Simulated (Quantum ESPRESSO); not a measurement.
# How NaI absorbs and reflects light, part 3 of 3

Aim: the dielectric function of NaI, and the optical constants that follow from it.

Quantum ESPRESSO 7.5; DFT, PBE, plane waves with norm-conserving potentials (PseudoDojo), scalar-relativistic, independent-particle optical response without local fields and without the non-local commutator.

So far. Step 2 (Ground state): There is a gap, 3.64 eV on this mesh (points off the mesh can give less), so no carriers' term is needed.

## 5. Dielectric function

The spectrum is a sum over vertical transitions between filled and empty bands at the fixed density, so many empty bands are needed.

This step: DFT, PBE, plane waves with norm-conserving potentials (PseudoDojo), scalar-relativistic, independent-particle optical response without local fields and without the non-local commutator (Quantum ESPRESSO 7.5).

Input file epsilon.in:

```
&inputpp
  prefix = 'x'
  outdir = './tmp'
  calculation = 'eps'
/
&energy_grid
  smeartype = 'gauss'
  intersmear = 0.4
  wmin = 0.0
  wmax = 22
  nw = 500
/
```

Launch:

```bash
mpirun -n 4 epsilon.x -nk 4 -in epsilon.in
```

What it wrote:

```text
[banner, memory and clock lines left out]

     Broadcasting variables...

     IMPORTANT: XC functional enforced from input :
     Exchange-correlation= PBE
                           (   1   4   3   4   0   0   0)
     Any further DFT definition will be discarded

     G-vector sticks info

     Fermi energy [eV] is:  1.80386
     The system is a dielectric...
     metallic system: redefining wmin =     0.000000

     Performing eps calculation...

     xx,yy,zz plasmon frequences [eV] are:    11.629598801   11.629598786   11.629598776
```

Run time: 3.6 s. Hardware: 4 MPI ranks of Arm Neoverse N1, shared host; peak memory 0.06 GiB.

Numbers from this step:

```
electronic dielectric constant ε∞, mean over x, y and z (by symmetry where fewer were run) : 3.347
main peak of Im epsilon, first axis                                                        : 5.787 eV
centre of weight of the strongest loss peak in the window                                  : 13.91 eV
```

Some rows of epsi_x.dat:

```text
# energy grid [eV]     epsi_x  epsi_y  epsi_z
#
    0.176352705    0.003716774    0.003716774    0.003716774
    1.234468938    0.028380515    0.028380515    0.028380515
    2.292585170    0.067828105    0.067828105    0.067828105
    3.350701403    0.199299380    0.199299380    0.199299380
    4.408817635    0.920213654    0.920213653    0.920213653
    5.466933868    3.824433230    3.824433229    3.824433229
    6.525050100    5.178693208    5.178693207    5.178693206
    7.583166333    4.975461044    4.975461043    4.975461043
    8.641282565    3.424267493    3.424267492    3.424267491
    9.699398798    1.649644559    1.649644557    1.649644556
   10.757515030    0.866130121    0.866130119    0.866130118
   11.815631263    0.573146725    0.573146723    0.573146722
   12.873747495    0.526210198    0.526210196    0.526210195
   13.931863727    0.520458206    0.520458204    0.520458202
   14.989979960    0.446167569    0.446167567    0.446167565
   16.048096192    0.296951880    0.296951877    0.296951876
   17.106212425    0.230022811    0.230022808    0.230022807
   18.164328657    0.172126431    0.172126428    0.172126426
   19.222444890    0.106133501    0.106133498    0.106133495
   20.280561122    0.096345931    0.096345928    0.096345926
   21.338677355    0.085206524    0.085206520    0.085206517
```

Values under the direct gap are tails of Lorentzian lines. Table of Im ε, any direction by photon energy; read off at these points:

```tsv
photon energy (eV)	Im ε, any direction
0.00	0
0.50	0.0107
1.00	0.0223
1.50	0.0361
2.00	0.0540
2.50	0.0801
3.00	0.126
3.50	0.268
4.00	0.667
4.50	0.973
5.00	2.01
5.50	4.04
5.78	5.93
6.00	5.61
6.50	5.23
7.00	4.95
7.50	5.12
8.00	4.66
8.50	3.82
9.00	2.59
9.50	1.93
10.00	1.50
10.50	1.14
11.00	0.724
11.50	0.695
12.00	0.600
12.50	0.550
13.00	0.465
13.50	0.417
14.00	0.489
14.50	0.397
15.00	0.444
15.50	0.398
16.00	0.301
16.50	0.267
17.00	0.231
17.50	0.204
18.00	0.180
18.50	0.143
19.00	0.111
19.50	0.105
20.00	0.0969
20.50	0.110
21.00	0.0981
21.50	0.0805
22.00	0.0673
```

Re ε, any direction against photon energy:

photon energy (eV), Re ε, any direction and a bar from the least value:
```
      0.0       3.35 ##################
      0.5       3.36 ##################
      1.0       3.40 ##################
      1.5       3.47 ##################
      2.0       3.58 ###################
      2.5       3.75 ###################
      3.0       3.99 ####################
      3.5       4.38 ######################
      4.0       4.88 ########################
      4.5       5.21 #########################
      5.0       5.95 ############################
      5.5       6.52 ##############################
      6.0       3.72 ###################
      6.5       2.23 #############
      7.0       1.70 ###########
      7.5       0.62 #######
      8.0      -0.13 ####
      8.5      -1.22 
      9.0      -1.23 
      9.5      -1.27 
     10.0      -0.90 #
     10.5      -0.84 ##
     11.0      -0.52 ###
     11.5      -0.29 ####
     12.0      -0.08 #####
     12.5      -0.02 #####
     13.0       0.02 #####
     13.5       0.28 ######
     14.0       0.18 ######
     14.5       0.30 ######
     15.0       0.27 ######
     15.5       0.28 ######
     16.0       0.30 ######
     16.5       0.34 ######
     17.0       0.40 ######
     17.5       0.42 ######
     18.0       0.47 #######
     18.5       0.49 #######
     19.0       0.53 #######
     19.5       0.57 #######
     20.0       0.61 #######
     20.5       0.64 #######
     21.0       0.63 #######
     21.5       0.65 #######
     22.0       0.69 ########
```

Refractive index n and extinction k against photon energy:

```tsv
photon energy (eV)	n	k
0	1.83	0
1	1.84	0.00604
2	1.89	0.0143
3	2.00	0.0315
4	2.21	0.150
5	2.47	0.406
6	2.29	1.23
7	1.86	1.33
8	1.50	1.55
9	0.905	1.43
10	0.651	1.15
11	0.431	0.841
12	0.513	0.584
13	0.491	0.473
14	0.590	0.414
15	0.630	0.352
16	0.606	0.249
17	0.659	0.175
18	0.697	0.129
19	0.732	0.0760
20	0.782	0.0620
21	0.799	0.0614
22	0.830	0.0405
```

Reflectivity at normal incidence, any direction against photon energy; read off at these points:

photon energy (eV), reflectivity at normal incidence, any direction (%) and a bar:
```
     0.00        8.6 ######
     0.50        8.6 ######
     1.00        8.8 ######
     1.50        9.1 ######
     2.00        9.5 ######
     2.50       10.2 #######
     3.00       11.1 #######
     3.50       12.5 ########
     4.00       14.5 ##########
     4.50       15.8 ###########
     5.00       19.1 #############
     5.50       23.9 #################
     6.00       25.7 ##################
     6.50       25.4 ##################
     7.00       25.2 ##################
     7.50       28.9 ####################
     8.00       30.6 ######################
     8.50       35.9 #########################
     9.00       36.2 ##########################
     9.50       39.3 ############################
     9.57       39.5 ############################
    10.00       35.7 #########################
    10.50       38.6 ###########################
    10.76       42.1 ##############################
    11.00       37.4 ###########################
    11.50       28.9 ####################
    12.00       22.0 ###############
    12.50       20.3 ##############
    13.00       19.7 ##############
    13.50        9.1 ######
    14.00       12.6 ########
    14.50        8.4 #####
    15.00        9.4 ######
    15.50        9.1 ######
    16.00        8.2 #####
    16.50        7.0 ####
    17.00        5.3 ###
    17.50        4.8 ###
    18.00        3.7 ##
    18.50        3.4 ##
    19.00        2.6 #
    19.50        2.0 #
    20.00        1.6 #
    20.50        1.4 
    21.00        1.4 
    21.50        1.2 
    22.00        0.9
```

The loss function −Im 1/ε at q → 0, any direction has structure finer than the step of the table below, so its rows give means over 1 eV, whole bins alone (the curve runs from 0 to 22 eV). Peaks (eV: height): 13.2: 2.41, 14.2: 1.92, 15.7: 1.78.

Values under the direct gap are tails of Lorentzian lines. Table of loss function −Im 1/ε at q → 0, any direction by energy loss; means over each step:

```tsv
energy loss (eV)	loss function −Im 1/ε at q → 0, any direction
1	0.00194
2	0.00425
3	0.00843
4	0.0266
5	0.0497
6	0.118
7	0.176
8	0.214
9	0.299
10	0.473
11	0.892
12	1.57
13	2.03
14	1.69
15	1.59
16	1.61
17	1.11
18	0.724
19	0.402
20	0.263
21	0.232
```

Optical constants at common wavelengths, from n + ik = √ε:

```tsv
wavelength (nm)	n	k	R (%)	1/α
1064	1.85	0.007	8.9	12 µm
532	1.92	0.018	9.9	2.3 µm
405	2.01	0.034	11.2	961 nm
365	2.07	0.052	12.2	556 nm
308	2.22	0.160	14.5	153 nm
248	2.47	0.406	19.1	49 nm
193	2.04	1.324	25.8	12 nm
```

Below the direct gap, k and the depth come from the tails of the Lorentzian lines, not from transitions.

Rows near the edge hang on the gap, which this functional as a rule makes too small, and phonon-assisted absorption is left out.

## 6. Outcome

```
electronic dielectric constant ε∞, mean over x, y and z (by symmetry where fewer were run) (independent particles) : 3.35
main peak of Im epsilon, first axis                                                                                : 5.79 eV
centre of weight of the strongest loss peak in the window, first axis                                              : 13.9 eV
```

At this level (PBE, independent particles) NaI has ε∞ = 3.35 and n = 1.84 at 1550 nm, and Im ε peaks at 5.8 eV. Distinct maxima of Im ε, read by a parabola through the highest points, lie at 5.79 eV (5.9) and 7.36 eV (5.3). Excitons and phonon-assisted transitions are missing, and so are local fields; PBE gaps are as a rule too small, which pulls the onset down and ε∞ up. Spin-orbit coupling is left out although heavy atoms are present. epsilon.x leaves out the commutator of the non-local potential, so its intensities are off, as a rule too high. The sum runs over mesh points, so small or evenly spaced maxima can still be ripples of the mesh.

[Machine, clock, banner and «Message from routine» lines are left out of the logs.]

[Logs are printed without paths, hosts, clocks, repeated set-up lines and the standing remarks that a program may print on its own settings, such as how far it seeks lower states.]

[Hosts, paths, dates, database ids (printed as entryN), source tags and the programs' standing remarks are cut or masked in the printed files.]
